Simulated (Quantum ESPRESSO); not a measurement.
Two runs for the C K edge of atom 5 in Dy3AlC (Pm-3m). Run A: Quantum ESPRESSO XSpectra, LDA, excited-electron core hole (neutral cell), 10-atom cell with 6.9 Å between holes, 6×6×6 k points, dipole transitions, Lorentzian half width 0.4 eV, without spin-orbit coupling. Run B differs in one choice.

Energy from the energy zero of the input (xe0, at the border of filled and empty states); intensity scaled to a mean of 1 over the first 20 eV:

| E (eV) | A | B |
| --- | --- | --- |
| -2.0 | 0.06 | 0.04 |
| -1.5 | 0.07 | 0.05 |
| -1.0 | 0.10 | 0.07 |
| -0.5 | 0.15 | 0.11 |
| 0.0 | 0.30 | 0.25 |
| 0.5 | 0.50 | 0.47 |
| 1.0 | 0.91 | 0.92 |
| 1.5 | 1.36 | 1.51 |
| 2.0 | 1.09 | 1.10 |
| 2.5 | 0.79 | 0.73 |
| 3.0 | 0.85 | 0.80 |
| 3.5 | 1.18 | 1.18 |
| 4.0 | 1.46 | 1.63 |
| 4.5 | 1.00 | 0.96 |
| 5.0 | 1.01 | 1.01 |
| 5.5 | 1.24 | 1.24 |
| 6.0 | 1.62 | 1.57 |
| 6.5 | 1.92 | 1.69 |
| 7.0 | 1.17 | 1.26 |
| 7.5 | 0.96 | 1.12 |
| 8.0 | 1.22 | 1.27 |
| 8.5 | 1.55 | 1.45 |
| 9.0 | 1.69 | 1.56 |
| 9.5 | 1.82 | 1.65 |
| 10.0 | 2.12 | 1.69 |
| 10.5 | 1.99 | 1.60 |
| 11.0 | 1.63 | 1.40 |
| 11.5 | 1.16 | 1.17 |
| 12.0 | 0.84 | 0.99 |
| 12.5 | 0.76 | 0.87 |
| 13.0 | 0.68 | 0.78 |
| 13.5 | 0.59 | 0.72 |
| 14.0 | 0.57 | 0.67 |
| 14.5 | 0.55 | 0.64 |
| 15.0 | 0.53 | 0.62 |
| 15.5 | 0.55 | 0.60 |
| 16.0 | 0.51 | 0.59 |
| 16.5 | 0.45 | 0.58 |
| 17.0 | 0.52 | 0.58 |
| 17.5 | 0.54 | 0.58 |
| 18.0 | 0.47 | 0.58 |
| 18.5 | 0.51 | 0.59 |
| 19.0 | 0.63 | 0.60 |
| 19.5 | 0.64 | 0.61 |
| 20.0 | 0.57 | 0.62 |
| 20.5 | 0.57 | 0.62 |
| 21.0 | 0.54 | 0.64 |
| 21.5 | 0.52 | 0.66 |
| 22.0 | 0.53 | 0.68 |
| 22.5 | 0.58 | 0.72 |
| 23.0 | 0.71 | 0.76 |
| 23.5 | 1.06 | 0.79 |
| 24.0 | 1.32 | 0.82 |
| 24.5 | 1.31 | 0.83 |
| 25.0 | 0.99 | 0.83 |
| 25.5 | 0.93 | 0.83 |
| 26.0 | 1.05 | 0.82 |
| 26.5 | 1.08 | 0.81 |
| 27.0 | 1.10 | 0.78 |
| 27.5 | 1.06 | 0.75 |
| 28.0 | 0.80 | 0.72 |
| 28.5 | 0.67 | 0.68 |
| 29.0 | 0.67 | 0.64 |
| 29.5 | 0.59 | 0.60 |
| 30.0 | 0.56 | 0.56 |
| 30.5 | 0.47 | 0.53 |
| 31.0 | 0.37 | 0.49 |
| 31.5 | 0.31 | 0.46 |
| 32.0 | 0.28 | 0.44 |

Q: What was changed?
a) the broadening
b) the plane-wave cutoff
c) the radius of the reconstruction
d) the k mesh of the spectrum

(a): run B changes the broadening from Lorentzian half width 0.4 eV to Lorentzian half width 0.3 eV up to 4 eV, rising linearly to 2.5 eV at 25 eV. The scaled spectrum changes by 13 % r.m.s. Another feature, at 6.3 eV (1.77), becomes the highest below 16 eV; the one at 10.0 eV (2.13) is now at 9.9 eV (1.70). Other settings could leave a like mark; this is the one that was changed.

[Hosts, paths, dates, database ids (printed as entryN), source tags and the programs' standing remarks are cut or masked in the printed files.]

[Lists of maxima count a maximum above −3 eV only where it reaches 4 % of the highest in the window and stands out from its surroundings by 2 % of it (1.5 % where it reaches 55 %); shoulders and weaker maxima are passed over, and of the rest the first, up to two pre-edge ones and the few strongest are named.]
